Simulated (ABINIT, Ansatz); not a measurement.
Records of electronic-structure calculations.

CaAlSiH (P3m1): G0W0 with ABINIT, start to end. The structure is trigonal, space group P3m1 (No. 156). The conventional cell has a = 4.143 Å, b = 4.143 Å, c = 4.698 Å, α = 90.00°, β = 90.00°, γ = 120.00°. Nearest to Ca lie 3 H at 2.42 Å and 3 Si at 3.14 Å. Nearest to Al lie 1 H at 1.75 Å and 3 Si at 2.45 Å. Nearest to Si lie 3 Al at 2.45 Å and 3 Ca at 3.14 Å. Nearest to H lie 1 Al at 1.75 Å and 3 Ca at 2.42 Å. Farther neighbours, and contacts between anions beyond the nearest, are not listed. The calculation used RPA screening on PBEsol, plane waves, norm-conserving pseudopotentials (and 2 further levels or steps) in ABINIT 10.8.3, with cutoff 32 Ha, PseudoDojo scalar-relativistic 0.4.1 standard, norm-conserving, ngkpt (3, 3, 4), nband 122, ecuteps 6.5 Ha, inclvkb 2, shiftk (0, 0, 0), symchi 1, awtr 1, frequency ppm, 3×3×4 k-mesh. The PBEsol gap is 0.29 eV, indirect and the G0W0 gap on the mesh is 1.27 eV. The G0W0 gap over the zone (rigid shift) is 0.98 eV. The GW settings are 3×3×4 mesh, 122 bands, screening to 176.9 eV, Godby-Needs plasmon pole and the known limits are short of the basis limit; coarse k mesh. It took 4 runs, 4.5 min in all on 4 MPI ranks of Intel Xeon Platinum 8259CL at 2.50GHz (Skylake/Cascade Lake), shared host. G0W0 moves the gap on the mesh from 0.57 eV to 1.27 eV (+0.69 eV), with Z of 0.76 and 0.77 at the edges. The mesh misses the band edges by 0.28 eV in all; a rigid shift gives 0.98 eV for the zone. The program's warnings: nkpt*nsppol () is not a multiple of nproc spkpt (). The cell and positions are those that the Materials Project relaxed with its own functionals (PBE, PBE+U or r2SCAN), kept fixed. Local fields lower the RPA ε∞ on this mesh from 24.23 to 21.46; a Γ-centred mesh this coarse tends to raise both, most where the direct gap is narrow, while a short band sum lowers them. The 3×3×4 mesh is coarse for this cell, which bears on the long-range parts of exchange and screening.

```
Ca Al Si H
1.0
     4.14328    0.00000    0.00000
    -2.07164    3.58819    0.00000
     0.00000    0.00000    4.69823
Ca Al Si H
1 1 1 1
Direct
  0.00000 0.00000 0.99992
  0.66667 0.33333 0.45711
  0.33333 0.66667 0.56589
  0.66667 0.33333 0.08378
```

[Long decimals in the printed logs are rounded to 6 places.]

[Logs are printed without paths, hosts, clocks, repeated set-up lines and the standing remarks that a program may print on its own settings, such as how far it seeks lower states.]

[Paths, hosts, dates, memory and timing lines, banners, echoed tables and standing remarks are left out of the program output; an Ansatz launch command may be rebuilt from the run's recorded settings. Measured values are a selection of at most five: reports struck by readers or far from the other reports are left out. None is set beside runs whose start may be inverted or whose files or cutoffs have a known fault.]

[Runs of the session that timed out or met a known fault of the program may be left out.]

[Hosts, paths, dates, database ids (printed as entryN), source tags and the programs' standing remarks are cut or masked in the printed files.]

[G0W0 gaps are taken among the corrected bands and points alone; a level outside them can change the order at an edge.]

[Where Ansatz stands beside ABINIT at settings called matched, ABINIT's density can come from a denser mesh and the files from another edition; pairs whose starting gaps differed by over 0.03 eV were left out, so agreement reads better than it is.]
